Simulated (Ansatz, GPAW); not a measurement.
**A 7-layer slab of Cr(110): work function by functional and basis**

Aim: the work function of both faces of a 7-layer slab of Cr(110), and its spread over functionals and bases.

Main program and level: GPAW 26.7.0 and Ansatz 0.2.0; Ansatz plane waves; slab in vacuum with a dipole correction, relaxation, in the first sound run; inputs show where later runs differ.

### 1. The starting structure

The cell holds 7 atoms: 7 Cr. Cell: a = 2.494 Å, b = 2.494 Å, c = 28.219 Å, α = 90.0°, β = 90.0°, γ = 70.5°. Vacuum lies along c.

### 2. Relaxing the atoms

Forces are removed first; all later runs use this geometry. The lowest 3 atoms are held at bulk positions and keep their forces.

Contents of input.yaml:

```yaml
crystal:
  lattice:
    - [2.0364675298, -1.44, 0.0]
    - [2.0364675298, 1.44, 0.0]
    - [0.0, 0.0, 28.2188051789]
  atoms:
    - { symbol: Cr, position: [0.0, 0.0, 0.2834988919] }
    - { symbol: Cr, position: [0.5, 0.5, 0.355665928] }
    - { symbol: Cr, position: [0.0, 0.0, 0.427832964] }
    - { symbol: Cr, position: [0.5, 0.5, 0.5] }
    - { symbol: Cr, position: [0.0, 0.0, 0.572167036] }
    - { symbol: Cr, position: [0.5, 0.5, 0.644334072] }
    - { symbol: Cr, position: [0.0, 0.0, 0.7165011081] }
kpoints:
  mp_grid: { grid: [13, 13, 1] }
hamiltonian:
  xc: pbe
scf:
  occupations: { method: fermi_dirac, width: 0.1 }
efield:
  axis: 3
  dipole_correction: true
  ramp_width: 0.05
relax:
  f_tol: 0.02
  max_steps: 60
  constraints: [{ sites: [0, 1, 2] }]
output:
  write_potential: true
  write_density: true
  volumetric_format: npy
```

Started as:

```bash
$ ansatz run input.yaml --threads 4 --pin off --max-ram 8192MiB --backend cpu --events-out ev --progress --plain --runs-dir out
```

Numbers of over 12 decimals in the logs are rounded to 6 here.

The log of the run:

```text
Engine: ansatz 0.2.0, aarch64-unknown-linux-gnu
Pseudopotentials: kind: paw
Pseudopotential: Cr, paw, valence charge 14, recommended cutoff 420 eV (normal), Cr.paw.azcp
Functional definition: PBE
  parameter kappa = 0.804
  parameter beta = 0.066725
  exchange = pbe_x(kappa = kappa, mu = beta*pi^2/3)
  correlation = pbe_c(beta = beta)
Crystal: 7 atoms, lattice volume = 165.504 Å³
Basis set: ecut = 420 eV, 3221 PW (Γ), exchange–correlation on 36×36×384 points (8 copies of the dense FFT grid, shifted against one another)
Bands: 59, of which v1, the nominal top of the filled ones, is band 49 counted from 1 (48 counted from 0)
Symmetry: 4 space group operations
k-points: 49 of 169
Non-local potential: Cr, projectors of the file, l = 0: 3, l = 1: 2, l = 2: 3, l = 3: 1
PAW form: soft (Blöchl's): semilocal exchange-correlation on the pseudo side does not see the compensation charge
PAW one-centre angular grid: Cr, 590 points (default); XC on 64 Gauss nodes
Initial density: superposition of atomic densities (neutral atoms: chi_scale 0, normalization atom), corrected by the library's trained network
Initial wavefunctions: pseudopotential atomic-orbital guess
Functional: x = pbe(κ = 0.804, μ = 0.219515), c = pbe(β = 0.066725)
SCF iter   1: F=—  HF=-23641.852954 eV  |F-HF|=—  |Δ(HF+E_count)|=         —  Δρ=1.95e-2  dr2=9.82e0  ethr=1.77e-3  p=0.000 e·Å  D=4.79e-14 V/Å  ΔV_dip=-0.00 eV  dr2_dipole=9.50e-7  V_vac-E_F(+/−)=4.29/4.29 eV  ⟨swp⟩=7.1  Hψ=25993  notcnv=0  defer=8
efield: sawtooth ramp at fractional position 0.9750 (placed from the atoms, in the widest stretch of the axis that holds none; the zero of the levels goes with the place), width 0.0500; the density the first Hamiltonian is built on has a dipole p = 0.000 e·Å; the dipole correction subtracts the counter field D = 4.79e-14 V/Å, which shifts the + side's vacuum level by -0.00 eV against the − side's; the planar-averaged density in the ramp window peaks in size at 5.3e-5 e/Å³
automatic band count: the SCF goes on with 69 bands, as 59 were too few: the levels above may hold too much charge
preconditioner: auto → LDOS  [metal: Δε(μ)=0.006 eV  Ē_g=4.028 eV  σ=0.100 eV  W_gap=0.02  n_scr=22 (ndim 8)  ℏωp=18.7 eV  f_vac=0.448  D(μ)=6.33/eV (n_scr^D=22)  β→1.0]
SCF iter   2: F=—  HF=-23641.756951 eV  |F-HF|=—  |Δ(HF+E_count)|=   9.60e-2  Δρ=8.45e-3  dr2=5.81e-1  ethr=1.77e-3  p=0.000 e·Å  D=2.05e-5 V/Å  ΔV_dip=-0.00 eV  dr2_dipole=7.01e-8  V_vac-E_F(+/−)=4.80/4.80 eV  ⟨swp⟩=1.9  Hψ=4313  notcnv=0  defer=20
SCF iter   3: F=—  HF=-23641.748659 eV  |F-HF|=—  |Δ(HF+E_count)|=   8.29e-3  Δρ=3.62e-3  dr2=3.09e-2  ethr=5.92e-4  p=0.000 e·Å  D=9.57e-6 V/Å  ΔV_dip=-0.00 eV  dr2_dipole=2.28e-9  V_vac-E_F(+/−)=4.78/4.78 eV  ⟨swp⟩=2.0  Hψ=4127  notcnv=0  defer=26
SCF iter   4: F=—  HF=-23641.746477 eV  |F-HF|=—  |Δ(HF+E_count)|=   2.18e-3  Δρ=4.06e-4  dr2=1.27e-3  ethr=3.15e-5  p=0.000 e·Å  D=4.25e-6 V/Å  ΔV_dip=-0.00 eV  dr2_dipole=2.13e-8  V_vac-E_F(+/−)=4.81/4.81 eV  ⟨swp⟩=1.7  Hψ=4003  notcnv=0  defer=26
SCF iter   5: F=—  HF=-23641.746578 eV  |F-HF|=—  |Δ(HF+E_count)|=   1.01e-4  Δρ=3.32e-4  dr2=3.56e-4  ethr=1.30e-6  p=0.000 e·Å  D=1.78e-6 V/Å  ΔV_dip=-0.00 eV  dr2_dipole=8.42e-9  V_vac-E_F(+/−)=4.85/4.85 eV  ⟨swp⟩=2.2  Hψ=4637  notcnv=0  defer=21
SCF iter   6: F=—  HF=-23641.746563 eV  |F-HF|=—  |Δ(HF+E_count)|=   1.53e-5  Δρ=1.91e-4  dr2=7.94e-5  ethr=3.63e-7  p=0.000 e·Å  D=4.29e-7 V/Å  ΔV_dip=-0.00 eV  dr2_dipole=1.41e-9  V_vac-E_F(+/−)=4.86/4.86 eV  ⟨swp⟩=2.1  Hψ=4345  notcnv=0  defer=21
SCF iter   7: F=-23641.746560 eV  HF=-23641.746557 eV  |F-HF|=2.50e-6  |Δ(HF+E_count)|=   5.28e-6  Δρ=2.94e-5  dr2=2.73e-6  ethr=1.02e-8  p=-0.000 e·Å  D=-3.58e-8 V/Å  ΔV_dip=0.00 eV  dr2_dipole=3.62e-12  V_vac-E_F(+/−)=4.87/4.87 eV  ⟨swp⟩=11.0  Hψ=27618  notcnv=0
SCF 1 converged in 7 iterations: F = -23641.746560 eV  dr2 = 2.73e-6
  greatest PAW one-centre occupation: 1.000 electrons in one spin orbital (limit 2), on the Cr atom at site 3 (counted from 0), in its partial waves of l = 0
relax step   1: F+E_penalty+E_count = -23641.74655974 eV  Δ(F+E_penalty+E_count) = +0.000e0 eV  max|allowed force component| = 7.252e-1 eV/Å  Δτ_max = 0.0000 Å  (7 SCF iters, dr2 threshold 1.00e-5 eV, accepted)
Bands: 69, of which v1, the nominal top of the filled ones, is band 49 counted from 1 (48 counted from 0)
Initial density: handed on by an earlier stage of this run
Initial wavefunctions: those handed on with the density
SCF iter   1: F=—  HF=-23641.913079 eV  |F-HF|=—  |Δ(HF+E_count)|=         —  Δρ=2.30e-2  dr2=4.39e0  ethr=3.10e-3  p=0.000 e·Å  D=1.08e-6 V/Å  ΔV_dip=-0.00 eV  dr2_dipole=1.43e0  V_vac-E_F(+/−)=4.86/4.86 eV  ⟨swp⟩=4.4  Hψ=8794  notcnv=0  defer=19
efield: sawtooth ramp at fractional position 0.9750 (handed on by an earlier solve), width 0.0500; the density the first Hamiltonian is built on has a dipole p = 0.000 e·Å; the dipole correction subtracts the counter field D = 1.08e-6 V/Å, which shifts the + side's vacuum level by -0.00 eV against the − side's; the planar-averaged density in the ramp window peaks in size at 7.0e-6 e/Å³
preconditioner: auto → LDOS  [metal: Δε(μ)=0.008 eV  Ē_g=4.101 eV  σ=0.100 eV  W_gap=0.02  n_scr=22 (ndim 8)  ℏωp=18.7 eV  f_vac=0.452  D(μ)=6.89/eV (n_scr^D=44)  β→1.0]
SCF iter   2: F=—  HF=-23641.858029 eV  |F-HF|=—  |Δ(HF+E_count)|=   5.51e-2  Δρ=1.55e-2  dr2=4.66e-1  ethr=3.10e-3  p=-0.000 e·Å  D=-2.41e-4 V/Å  ΔV_dip=0.01 eV  dr2_dipole=9.28e-3  V_vac-E_F(+/−)=4.89/4.89 eV  ⟨swp⟩=2.0  Hψ=4557  notcnv=0  defer=25
SCF iter   3: F=—  HF=-23641.825034 eV  |F-HF|=—  |Δ(HF+E_count)|=   3.30e-2  Δρ=1.12e-2  dr2=2.19e-1  ethr=4.76e-4  p=0.005 e·Å  D=5.90e-3 V/Å  ΔV_dip=-0.17 eV  dr2_dipole=5.17e-3  V_vac-E_F(+/−)=4.71/4.88 eV  ⟨swp⟩=2.3  Hψ=6151  notcnv=0  defer=26
SCF iter   4: F=—  HF=-23641.804089 eV  |F-HF|=—  |Δ(HF+E_count)|=   2.09e-2  Δρ=1.15e-3  dr2=7.06e-3  ethr=2.23e-4  p=0.003 e·Å  D=3.37e-3 V/Å  ΔV_dip=-0.10 eV  dr2_dipole=2.92e-3  V_vac-E_F(+/−)=4.78/4.88 eV  ⟨swp⟩=2.1  Hψ=5060  notcnv=0  defer=26
SCF iter   5: F=—  HF=-23641.803072 eV  |F-HF|=—  |Δ(HF+E_count)|=   1.02e-3  Δρ=2.85e-4  dr2=1.21e-3  ethr=7.21e-6  p=0.003 e·Å  D=2.91e-3 V/Å  ΔV_dip=-0.08 eV  dr2_dipole=8.60e-4  V_vac-E_F(+/−)=4.80/4.88 eV  ⟨swp⟩=2.0  Hψ=4478  notcnv=0  defer=26
SCF iter   6: F=—  HF=-23641.803142 eV  |F-HF|=—  |Δ(HF+E_count)|=   6.96e-5  Δρ=4.24e-4  dr2=4.41e-4  ethr=1.23e-6  p=0.002 e·Å  D=2.71e-3 V/Å  ΔV_dip=-0.08 eV  dr2_dipole=9.32e-5  V_vac-E_F(+/−)=4.80/4.88 eV  ⟨swp⟩=2.0  Hψ=4624  notcnv=0  defer=26
[...]
SCF iter   2: F=—  HF=-23641.833150 eV  |F-HF|=—  |Δ(HF+E_count)|=   1.41e-2  Δρ=9.21e-3  dr2=1.93e-1  ethr=9.38e-4  p=0.003 e·Å  D=3.30e-3 V/Å  ΔV_dip=-0.09 eV  dr2_dipole=1.24e-3  V_vac-E_F(+/−)=4.79/4.88 eV  ⟨swp⟩=2.0  Hψ=4267  notcnv=0  defer=23
SCF iter   3: F=—  HF=-23641.820582 eV  |F-HF|=—  |Δ(HF+E_count)|=   1.26e-2  Δρ=5.81e-3  dr2=6.34e-2  ethr=1.97e-4  p=0.005 e·Å  D=6.00e-3 V/Å  ΔV_dip=-0.17 eV  dr2_dipole=1.40e-3  V_vac-E_F(+/−)=4.71/4.88 eV  ⟨swp⟩=2.1  Hψ=5328  notcnv=0  defer=23
SCF iter   4: F=—  HF=-23641.815754 eV  |F-HF|=—  |Δ(HF+E_count)|=   4.83e-3  Δρ=7.37e-4  dr2=3.31e-3  ethr=6.47e-5  p=0.004 e·Å  D=4.89e-3 V/Å  ΔV_dip=-0.14 eV  dr2_dipole=1.12e-3  V_vac-E_F(+/−)=4.74/4.88 eV  ⟨swp⟩=2.2  Hψ=5031  notcnv=0  defer=23
SCF iter   5: F=—  HF=-23641.815392 eV  |F-HF|=—  |Δ(HF+E_count)|=   3.62e-4  Δρ=1.73e-4  dr2=5.75e-4  ethr=3.37e-6  p=0.004 e·Å  D=4.85e-3 V/Å  ΔV_dip=-0.14 eV  dr2_dipole=3.61e-4  V_vac-E_F(+/−)=4.74/4.88 eV  ⟨swp⟩=2.0  Hψ=4407  notcnv=0  defer=23
SCF iter   6: F=—  HF=-23641.815401 eV  |F-HF|=—  |Δ(HF+E_count)|=   9.60e-6  Δρ=2.54e-4  dr2=2.31e-4  ethr=5.86e-7  p=0.004 e·Å  D=4.78e-3 V/Å  ΔV_dip=-0.13 eV  dr2_dipole=8.31e-5  V_vac-E_F(+/−)=4.74/4.88 eV  ⟨swp⟩=2.0  Hψ=4705  notcnv=0  defer=23
SCF iter   7: F=—  HF=-23641.815401 eV  |F-HF|=—  |Δ(HF+E_count)|=   6.71e-7  Δρ=1.08e-4  dr2=2.28e-5  ethr=2.36e-7  p=0.004 e·Å  D=4.78e-3 V/Å  ΔV_dip=-0.13 eV  dr2_dipole=1.36e-6  V_vac-E_F(+/−)=4.74/4.88 eV  ⟨swp⟩=2.0  Hψ=4157  notcnv=0  defer=23
SCF iter   8: F=-23641.815395 eV  HF=-23641.815397 eV  |F-HF|=2.34e-6  |Δ(HF+E_count)|=   3.35e-6  Δρ=1.54e-5  dr2=2.10e-6  ethr=7.54e-9  p=0.004 e·Å  D=4.81e-3 V/Å  ΔV_dip=-0.14 eV  dr2_dipole=9.25e-7  V_vac-E_F(+/−)=4.74/4.88 eV  ⟨swp⟩=12.6  Hψ=27050  notcnv=0
SCF 3 converged in 8 iterations: F = -23641.815395 eV  dr2 = 2.10e-6
  Residual-converged pass: ⟨swp⟩=1.0  Hψ=3578  notcnv=0  max |occ|·‖R‖ = 7.1e-9 eV (tolerance 1.0e-8 eV)  dr2=2.10e-6  dr2_onsite=8.91e-8  max |Δocc| = 9.6e-11
relax step   3: F+E_penalty+E_count = -23641.81539490 eV  Δ(F+E_penalty+E_count) = -1.229e-2 eV  max|allowed force component| = 1.565e-2 eV/Å  Δτ_max = 0.0937 Å  (8 SCF iters, dr2 threshold 7.39e-6 eV, accepted)
iter 1 solved again at ethr=2.12e-9 eV; its pass at ethr=3.10e-3 eV (dr2=2.07e-6 eV) is discarded
SCF iter   1: F=—  HF=-23641.815444 eV  |F-HF|=—  |Δ(HF+E_count)|=         —  Δρ=1.55e-5  dr2=2.08e-6  ethr=2.12e-9  p=0.004 e·Å  D=4.81e-3 V/Å  ΔV_dip=-0.14 eV  dr2_dipole=9.04e-7  V_vac-E_F(+/−)=4.74/4.88 eV  ⟨swp⟩=1.3  Hψ=8278  notcnv=0  defer=23
efield: sawtooth ramp at fractional position 0.9750 (handed on by an earlier solve), width 0.0500; the density the first Hamiltonian is built on has a dipole p = 0.004 e·Å; the dipole correction subtracts the counter field D = 4.81e-3 V/Å, which shifts the + side's vacuum level by -0.14 eV against the − side's; the planar-averaged density in the ramp window peaks in size at 1.4e-5 e/Å³
preconditioner: auto → LDOS  [metal: Δε(μ)=0.004 eV  Ē_g=4.125 eV  σ=0.100 eV  W_gap=0.01  n_scr=22 (ndim 8)  ℏωp=18.7 eV  f_vac=0.455  D(μ)=6.44/eV (n_scr^D=22)  β→1.0]
SCF iter   2: F=—  HF=-23641.815398 eV  |F-HF|=—  |Δ(HF+E_count)|=   4.59e-5  Δρ=4.40e-5  dr2=4.88e-6  ethr=2.12e-9  p=0.004 e·Å  D=4.82e-3 V/Å  ΔV_dip=-0.14 eV  dr2_dipole=1.08e-6  V_vac-E_F(+/−)=4.74/4.88 eV  ⟨swp⟩=2.0  Hψ=5607  notcnv=0  defer=23
SCF iter   3: F=—  HF=-23641.815398 eV  |F-HF|=—  |Δ(HF+E_count)|=   3.85e-7  Δρ=9.97e-6  dr2=7.51e-7  ethr=2.12e-9  p=0.004 e·Å  D=4.81e-3 V/Å  ΔV_dip=-0.14 eV  dr2_dipole=3.56e-7  V_vac-E_F(+/−)=4.74/4.88 eV  ⟨swp⟩=2.0  Hψ=4557  notcnv=0  defer=23
SCF iter   4: F=-23641.815398 eV  HF=-23641.815398 eV  |F-HF|=8.60e-8  |Δ(HF+E_count)|=   8.77e-9  Δρ=5.63e-6  dr2=7.61e-8  ethr=1.02e-10  p=0.004 e·Å  D=4.81e-3 V/Å  ΔV_dip=-0.14 eV  dr2_dipole=1.60e-8  V_vac-E_F(+/−)=4.74/4.88 eV  ⟨swp⟩=9.5  Hψ=22640  notcnv=0
SCF 4 converged in 4 iterations: F = -23641.815398 eV  dr2 = 7.61e-8
relax step   4: F+E_penalty+E_count = -23641.81539760 eV  Δ(F+E_penalty+E_count) = -2.704e-6 eV  max|allowed force component| = 1.567e-2 eV/Å  Δτ_max = 0.0000 Å  (4 SCF iters, accepted)
NSCF: frozen V_eff on 49 k-points
the band table was solved once a step of the walk had ended and its energy, with any forces and stress, was formed, with the checks that follow a solve (16269 applications of the Hamiltonian). They found nothing against the state; the energy, forces and stress were not computed again (output.eigenvalues in the input reference)
WARN: The output density's exchange-correlation potential varies sharply where the density is thin. Do not read a vacuum level from v_tot or v_xc, or from such a field of the output density. On a cell that repeats whose density bears no net charge and no dipole along the vacuum's axis use v_es (v_loc + v_h of the components); under efield.dipole_correction with no amplitude use v_es + v_field, which holds any externa [...]
SCF converged after 4 iterations
Free energy (F): -23641.815398 eV
Harris-Foulkes:  -23641.815398 eV  (|F-HF|=8.60e-8)
Internal energy: -23641.598228 eV  (E = F + TS)
E sigma→0 (E₀):  -23641.706813 eV
Entropy (-TS):   -0.217170 eV (-31.024 meV/atom)
Fermi energy:    7.162444 eV
Dipole field:    D = 0.004623 V/Å  (p = 0.004228 e·Å, saw-weighted, corrected)
Work function:   Φ+ = 4.7439 eV   Φ− = 4.8743 eV
Levels:          The Fermi level and band energies are counted from a zero that moves with the ramp; work functions are not
--- Per-component energies (eV) ---
  E_band       = -2205.640466
  E_kinetic    = 2397.714418
  E_local      = -187976.559867  (includes V_loc(G=0)·N_el)
  E_nonlocal   = 551.145420
  E_hartree    = 92872.130128
  E_xc         = -977.119753
  E_vxc        = -1246.354175  (∫ρ·V_xc dr)
  E_paw        = -8364.357425  (= ΣΔE_a)
  E_vpaw       = -1675.872345  (= ΣTr[D̂ρ^β])
  E_aug_tail   = 0.002540  (compensation charges beyond the density's cutoff)
  E_efield     = 0.000010  (sawtooth field / dipole correction)
  E_vefield    = 0.032545  (∫n·V_field dr)
  E_ewald      = 77855.446301
  E_smearing   = -0.217170  (= −TS)
  E_closure    = -0.000000  (closes the sum)
  Σ components = -23641.815398   (vs F -23641.815398, Δ=0.00e0)
--- Forces (eV/Å), atoms counted from 1 ---
  atom   1  Cr     0.00000000     0.00000000     0.72371456
  atom   2  Cr     0.00000000    -0.00000000    -0.48282535
  atom   3  Cr     0.00000000    -0.00000000    -0.25358537
  atom   4  Cr     0.00000000     0.00000000     0.01567086
  atom   5  Cr     0.00000000    -0.00000000    -0.01324746
  atom   6  Cr     0.00000000     0.00000000     0.00008336
  atom   7  Cr     0.00000000     0.00000000     0.01026358
  max |Σ_I F_I| component: 7.42e-5 eV/Å
--- Band table (eV; the first three rows and the last of 49) ---
  k-point 0: bands = [... 45 lower, 6.2918, 6.3079, 6.3451, 6.6284, 6.8341, 7.2071, 7.5878, 7.9458, ... 16 higher]
  k-point 1: bands = [... 45 lower, 6.2548, 6.4079, 6.4913, 6.5867, 6.8070, 7.2020, 7.3684, 7.5622, ... 16 higher]
  k-point 2: bands = [... 45 lower, 6.1099, 6.1260, 6.5141, 6.6939, 6.8335, 6.9327, 7.2240, 7.7398, ... 16 higher]
  k-point 48: bands = [... 45 lower, 7.3759, 7.7678, 7.8579, 7.9194, 8.1006, 8.1532, 8.3244, 8.3989, ... 16 higher]
--- Relaxed structure (4 steps of the walk, 4 accepted, 0 SCFs on fresh bases) ---
  F+E_penalty+E_count = -23641.81539760 eV   max|allowed force component| = 1.567e-2 eV/Å
  atoms:
    - { symbol: Cr, position: [0.0, 0.0, 0.2834988919] }
    - { symbol: Cr, position: [0.5, 0.5, 0.355666] }
    - { symbol: Cr, position: [0.0, 0.0, 0.427832964] }
    - { symbol: Cr, position: [0.5, 0.5, 0.498288] }
    - { symbol: Cr, position: [1.692265979958648e-18, -1.692265979958648e-18, 0.569056] }
    - { symbol: Cr, position: [0.5, 0.5, 0.640291] }
    - { symbol: Cr, position: [4.86495775174895e-18, -4.86495775174895e-18, 0.707557] }
```

Elapsed: 62 s, on 4 threads of Arm Neoverse V2, shared host; peak memory 0.78 GiB; 4.1 min of CPU time.

This run has no spin polarisation, although Cr can carry a moment.

Step by step:

```tsv
step	energy less that of the first step (eV)	largest force component (eV/Å)
1	0.0000	0.7252
2	-0.0565	0.3439
3	-0.0688	0.0157
4	-0.0688	0.0157
```

Forces are held to the 4 operations that the run works with; a distortion that breaks them can't arise in this run.

The atoms that moved most (Å):

```tsv
atom	dx	dy	dz	length
Cr7	0.000	0.000	-0.252	0.252
Cr6	0.000	0.000	-0.114	0.114
Cr5	0.000	0.000	-0.088	0.088
Cr4	0.000	0.000	-0.048	0.048
```

This step gave:

* free energy: -23641.8154 eV
* smearing term TS: 0.2172 eV
* symmetry operations: 4
* upper work function: 4.744 eV
* lower work function: 4.874 eV
* dipole along the normal: 0.004228 e·Å
* dipole field: 0.004623 V/Å
* vacuum level above: 11.91 eV
* vacuum level below: 12.04 eV

The electrostatic potential energy of an electron (with the applied field's), less the Fermi level, planar mean oscillates, so the rows of the table below give means over windows of 2.06 Å about each position, cut where the curve ends. Its maxima inside the range that stand out by 2 % of the span (Å: eV): 9.0: -2.04, 11.0: -2.05, 13.1: -2.48, 15.0: -2.61, 17.0: -2.33, 19.0: -3.74. Its minima: 7.9: -16.1, 10.0: -16.5, 12.1: -16.5, 14.1: -16.4, 16.0: -16.4, 18.1: -16.6, 20.0: -16.2.

Table of electrostatic potential energy of an electron (with the applied field's), less the Fermi level, planar mean by z; means over each step:

z (Å), electrostatic potential energy of an electron (with the applied field's), less the Fermi level, planar mean (eV) and a bar from the least value:
```
     1.03        4.9 ##############################
     3.09        4.9 ##############################
     5.15        4.7 ##############################
     7.21       -5.4 ##########
     9.27       -9.9 #
    11.33      -10.0 #
    13.39      -10.3 
    15.45      -10.2 #
    17.51      -10.2 #
    19.57      -10.5 
    21.63        2.3 #########################
    23.69        4.7 ##############################
    25.75        4.7 ##############################
    27.81        4.8 ##############################
```

The valence density, planar mean oscillates, so the rows of the table below give means over windows of 2.06 Å about each position, cut where the curve ends. Its maxima inside the range that stand out by 2 % of the span (Å: e/Å³): 7.9: 2.57, 10.0: 2.58, 12.1: 2.60, 14.1: 2.58, 16.0: 2.59, 18.1: 2.60, 20.0: 2.61. Its minima: 9.0: 0.324, 11.0: 0.321, 13.1: 0.340, 15.0: 0.341, 17.0: 0.329, 19.0: 0.385.

Valence density, planar mean against z; means over each step:

z (Å), valence density, planar mean (e/Å³) and a bar:
```
     3.09       0.00 
     5.15       0.00 
     7.21       0.85 #####################
     9.27       1.18 #############################
    11.33       1.18 #############################
    13.39       1.22 ##############################
    15.45       1.20 ##############################
    17.51       1.19 #############################
    19.57       1.22 ##############################
    21.63       0.08 ##
    23.69       0.00 
    25.75       0.00
```

The relaxation lowered the energy of the cell by 0.0688 eV.

[end of part 1 of 3]

[Logs are printed without paths, hosts, clocks, repeated set-up lines and the standing remarks that a program may print on its own settings, such as how far it seeks lower states.]

[Hosts, paths, dates, database ids (printed as entryN), source tags and the programs' standing remarks are cut or masked in the printed files.]
